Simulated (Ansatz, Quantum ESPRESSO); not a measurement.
# honeycomb SiC, 2 layers, AB' stacking: response to a perpendicular field, part 6 of 6

How does honeycomb SiC, 2 layers, AB' stacking respond to a gate-like field without added charge?

Quantum ESPRESSO 7.5; plane-wave DFT, LDA, GBRV ultrasoft pseudopotentials; geometry and cross-check by Ansatz 0.2.0 with PAW datasets.

So far. Step 14 (Valence density): The density integrates to 16.000 electrons, as the 16 of the input ask. Step 19 (The same in Ansatz: field 0.1 V/Å): At 0.1 V/Å Ansatz's dipole is 0.0249 e Å against 0.0249 from pw.x, under another functional.

### 23. Ground state, with eamp = 0.2

Another try, with an input changed as a hurried user might.

Contents of f1.bad.in:

```
&control
  prefix = 'f1.bad'
  outdir = './out'
  pseudo_dir = './pseudo'
  calculation = 'scf'
  tprnfor = .true.
  tefield = .true.
  dipfield = .true.
/
&system
  ibrav = 0
  nat = 4
  ntyp = 2
  ecutwfc = 40
  ecutrho = 200
  occupations = 'smearing'
  smearing = 'fd'
  degauss = 0.004
  edir = 3
  emaxpos = 0.97
  eopreg = 0.04
  eamp = 0.2
/
&electrons
  conv_thr = 1e-09
  mixing_beta = 0.4
  electron_maxstep = 100
  mixing_mode = 'plain'
/
ATOMIC_SPECIES
  C   12.0110  c_lda_v1.2.uspp.F.UPF
  Si  28.0850  si_lda_v1.uspp.F.UPF
CELL_PARAMETERS angstrom
  3.08901789981043 -0.00000000000000 0.00000000000000
  -1.54450894990522 2.67516797398069 0.00000000000000
  0.00000000000000 0.00000000000000 20.30000000000000
ATOMIC_POSITIONS crystal
  C   0.666666666667 0.333333333333 0.404300141847
  Si  0.333333333333 0.666666666667 0.404560670325
  C   0.666666666667 0.333333333333 0.595699902563
  Si  -0.000000000000 -0.000000000000 0.595439285265
K_POINTS automatic
  12 12 1 0 0 0
```

On the command line:

```sh
> OMP_NUM_THREADS=1 mpirun -n 2 pw.x -nk 2 -in f1.bad.in > f1.bad.out
```

The log of the run:

```text
[banner, memory and clock lines left out]
Program PWSCF v.7.5 starts

          URL

     Presently no symmetry can be used with electric field

     G-vector sticks info

     bravais-lattice index     =            0
     lattice parameter (alat)  =       5.8374  a.u.
     unit-cell volume          =    1132.0461 (a.u.)^3
     number of atoms/cell      =            4
     number of atomic types    =            2
     number of electrons       =        16.00
     number of Kohn-Sham states=           12
     kinetic-energy cutoff     =      40.0000  Ry
     charge density cutoff     =     200.0000  Ry
     scf convergence threshold =      1.0E-09
     mixing beta               =       0.4000
     number of iterations used =            8  plain     mixing
     Exchange-correlation= SLA  PZ   NOGX NOGC
                           (   1   1   0   0   0   0   0)

     celldm(1)=   5.837398  celldm(2)=   0.000000  celldm(3)=   0.000000
     celldm(4)=   0.000000  celldm(5)=   0.000000  celldm(6)=   0.000000

     crystal axes: (cart. coord. in units of alat)
               a(1) = (   1.000000  -0.000000   0.000000 )
               a(2) = (  -0.500000   0.866025   0.000000 )
               a(3) = (   0.000000   0.000000   6.571668 )

     reciprocal axes: (cart. coord. in units 2 pi/alat)
               b(1) = (  1.000000  0.577350 -0.000000 )
               b(2) = (  0.000000  1.154701 -0.000000 )
               b(3) = ( -0.000000 -0.000000  0.152168 )

     PseudoPot. # 1 for C  read from file:
     ./pseudo/c_lda_v1.2.uspp.F.UPF
     Pseudo is Ultrasoft + core correction, Zval =  4.0
     Generated by new atomic code, or converted to UPF format
     Using radial grid of  721 points,  4 beta functions with:
                l(1) =   0
                l(2) =   0
                l(3) =   1
                l(4) =   1
     Q(r) pseudized with  8 coefficients,  rinner =    1.100   1.100   1.100

     PseudoPot. # 2 for Si read from file:
     ./pseudo/si_lda_v1.uspp.F.UPF
     Pseudo is Ultrasoft + core correction, Zval =  4.0
     Generated by new atomic code, or converted to UPF format
     Using radial grid of  899 points,  6 beta functions with:
                l(1) =   0
                l(2) =   0
                l(3) =   1
                l(4) =   1
                l(5) =   2
                l(6) =   2
     Q(r) pseudized with  8 coefficients,  rinner =    0.900   0.900   0.900
                                                       0.900   0.900

     atomic species   valence    mass     pseudopotential
     C                 4.00    12.01100     C ( 1.00)
     Si                4.00    28.08500     Si( 1.00)

     No symmetry found

   Cartesian axes

     site n.     atom                  positions (alat units)
         1        C      tau(   1) = (   0.5000000   0.2886751   2.6569263  )
[...]
total energy              =     -46.32114511 Ry
     estimated scf accuracy    <       3.12689795 Ry

     iteration # 96     ecut=    40.00 Ry     beta= 0.40
     Davidson diagonalization with overlap
     ethr =  1.00E-02,  avg # of iterations =  1.0

     negative rho (up, down):  2.693E-04 0.000E+00

     Adding external electric field

     Computed dipole along edir(3) :
        Dipole               14.7550 Ry au,         37.5036 Debye
        Dipole field          0.1638 Ry au,

        E field amplitude [Ha a.u.]:  2.0000E-01
        Potential amp.        2.6670 Ry
        Total length         36.8270 bohr

     total energy              =     -46.53212976 Ry
     estimated scf accuracy    <       4.03568335 Ry

     iteration # 97     ecut=    40.00 Ry     beta= 0.40
     Davidson diagonalization with overlap
     ethr =  1.00E-02,  avg # of iterations =  1.1

     negative rho (up, down):  2.807E-04 0.000E+00

     Adding external electric field

     Computed dipole along edir(3) :
        Dipole               14.4378 Ry au,         36.6971 Debye
        Dipole field          0.1603 Ry au,

        E field amplitude [Ha a.u.]:  2.0000E-01
        Potential amp.        2.9264 Ry
        Total length         36.8270 bohr

     total energy              =     -46.33364236 Ry
     estimated scf accuracy    <       4.41602469 Ry

     iteration # 98     ecut=    40.00 Ry     beta= 0.40
     Davidson diagonalization with overlap
     ethr =  1.00E-02,  avg # of iterations =  1.0

     negative rho (up, down):  2.931E-04 0.000E+00

     Adding external electric field

     Computed dipole along edir(3) :
        Dipole               13.9858 Ry au,         35.5484 Debye
        Dipole field          0.1553 Ry au,

        E field amplitude [Ha a.u.]:  2.0000E-01
        Potential amp.        3.2960 Ry
        Total length         36.8270 bohr

     total energy              =     -46.04483444 Ry
     estimated scf accuracy    <       4.16526592 Ry

     iteration # 99     ecut=    40.00 Ry     beta= 0.40
     Davidson diagonalization with overlap
     ethr =  1.00E-02,  avg # of iterations =  1.0

     negative rho (up, down):  3.114E-04 0.000E+00

     Adding external electric field

     Computed dipole along edir(3) :
        Dipole               13.5709 Ry au,         34.4939 Debye
        Dipole field          0.1506 Ry au,

        E field amplitude [Ha a.u.]:  2.0000E-01
        Potential amp.        3.6352 Ry
        Total length         36.8270 bohr

     total energy              =     -45.79195374 Ry
     estimated scf accuracy    <       3.74421345 Ry

     iteration #100     ecut=    40.00 Ry     beta= 0.40
     Davidson diagonalization with overlap
     ethr =  1.00E-02,  avg # of iterations =  1.0

     negative rho (up, down):  3.250E-02 0.000E+00

     Adding external electric field

     Computed dipole along edir(3) :
        Dipole                4.0852 Ry au,         10.3835 Debye
        Dipole field          0.0453 Ry au,

        E field amplitude [Ha a.u.]:  2.0000E-01
        Potential amp.       11.3908 Ry
        Total length         36.8270 bohr

     total energy              =     -42.85144207 Ry
     estimated scf accuracy    <       3.25332402 Ry

     End of self-consistent calculation

     convergence NOT achieved after 100 iterations: stopping

     XML data file, charge density

                                        0.00s GPU  (   23036 calls)
```

Elapsed: 3.6 min, on 2 MPI ranks of AMD EPYC 9R45, shared host; peak memory 0.41 GiB.

The run ended without convergence. The estimated SCF accuracy went from 1.44e+03 Ry in the first cycle kept to 1.91 Ry at best and 3.25 Ry in the last. The change made on purpose: a field typed in V/A where atomic units are read.

More iterations help only where the error still falls; otherwise the mixing, the start or the set-up has to change.

### 24. By hand

α = Δp/E = (0.02494 − (0.00000)) e Å / 0.1 V/Å = 0.2494 e Å²/V; times e/(4πε₀) = 14.40 V Å this is 3.592 Å³. With A = 8.264 Å², 4πα/A = 5.462 Å.

### 25. Outcome

```
polarisability along the normal, a cell    : 3.59 Å³
sheet polarisability 4πα/A                 : 5.46 Å
dipole without a field                     : 0 e·Å
Kohn-Sham ionisation potential, upper face : 5.07 eV
gap along the path at 0 V/Å                : 1.65 eV
gap along the path at 0.2 V/Å              : 1.62 eV
gap along the path at -0.2 V/Å             : 1.61 eV
```

What this shows: The sheet answers a field with a polarisability of 3.59 Å³ a cell, or 4πα/A = 5.46 Å (LDA, GBRV ultrasoft). In pw.x the dipole follows the field linearly over the range tried. A perfect conductor 5.46 Å thick would screen alike; the outer atoms lie 3.89 Å apart. At 0.1 V/Å the sheet takes 0.546 eV off the potential drop. At 0.2 V/Å the gap along the path goes from 1.65 to 1.62 eV. Quantum ESPRESSO and Ansatz give 3.592 and 3.584 Å³ for the polarisability (pw.x from 0 and 0.1 V/Å, Ansatz from ±0.1 V/Å, under PBE), which agree. The ions stay at their zero-field places, so this is the electrons' response alone. Semilocal gaps are too small, and in strong fields empty levels can belong to the vacuum.

[Logs are printed without paths, hosts, clocks, repeated set-up lines and the standing remarks that a program may print on its own settings, such as how far it seeks lower states.]

[Hosts, paths, dates, database ids (printed as entryN), source tags and the programs' standing remarks are cut or masked in the printed files.]

[Maps of the electrostatic potential energy from Ansatz leave out the sawtooth potential of an applied field or a dipole correction, so their vacuum need not be flat; planar profiles and work functions include it.]
